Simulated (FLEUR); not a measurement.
# FePt (Tetraferroplatinum): energy less that of the parallel start, no spin polarisation against volume factor, fitted and tested on a withheld row

System: FePt (Tetraferroplatinum), 1 Fe and 1 Pt in the cell, space group P4/mmm. From the study “How the volume moves the moments of FePt (Tetraferroplatinum)”.

Method: PBE; all-electron FLAPW, Dirac cores, scalar-relativistic bands (FLEUR MaX-R8.1). Settings shared by all rows: kmax 3.6 1/bohr, hist occupations, smearing width 0.05 eV. The opposed order is one of several, taken for its small cell; another can lie lower, so the scan does not name the ground state. Atoms were not relaxed at any point.

The table, with one value held back:

```csv
volume factor,"energy less that of the parallel start, no spin polarisation (meV a seeded atom)"
0.88,348.1
0.91,452.1
0.94,551.7
0.97,646.1
1,735.0
1.03,819.2
1.06,899.0
1.09,974.7
1.12,?
```

Choose a law, fit it, and give the withheld energy less that of the parallel start, no spin polarisation (volume factor = 1.12).

**Law.** No simple law fixes this dependence; over a few percent of strain it is smooth while the state stays the same, so an empirical parabola in s = factor − 1 is fitted. In symbols, y = c0 + c1 s + c2 s², with energy less that of the parallel start, no spin polarisation in meV a seeded atom.

**Fit.** Least squares on 8 rows gives c0 = 735.08, c1 = 2900.14 and c2 = -2695.11.

```csv
volume factor,s,computed,fit,computed − fit
0.88,-0.12,348.1,348.25,-0.15
0.91,-0.09,452.1,452.24,-0.14
0.94,-0.06,551.7,551.37,0.33
0.97,-0.03,646.1,645.65,0.45
1,0,735.0,735.08,-0.08
1.03,0.03,819.2,819.66,-0.46
1.06,0.06,899.0,899.39,-0.39
1.09,0.09,974.7,974.26,0.44
```

At s = 0 the slope is 29 meV a seeded atom for each percent of the factor.

**Prediction.** At volume factor = 1.12, s = 0.12, so the law predicts 1044.29 meV a seeded atom. The computed value is 1046.1 meV a seeded atom, 1.81 above the prediction (0.2 % of it). The row lies beyond the fitted rows, so this is an extrapolation. The miss is 5.4 times the rms residual of the fit, 0.34.

[Logs and program files are shortened in this print: banners, set-up blocks, solver, clock and traceback lines can be left out without a mark of their own.]

[Logs are printed without paths, hosts, clocks, repeated set-up lines and the standing remarks that a program may print on its own settings, such as how far it seeks lower states.]

[Hosts, paths, dates, database ids (printed as entryN), source tags and the programs' standing remarks are cut or masked in the printed files.]

[Where a cell is said to come from a database of computed structures, the database is the Materials Project.]
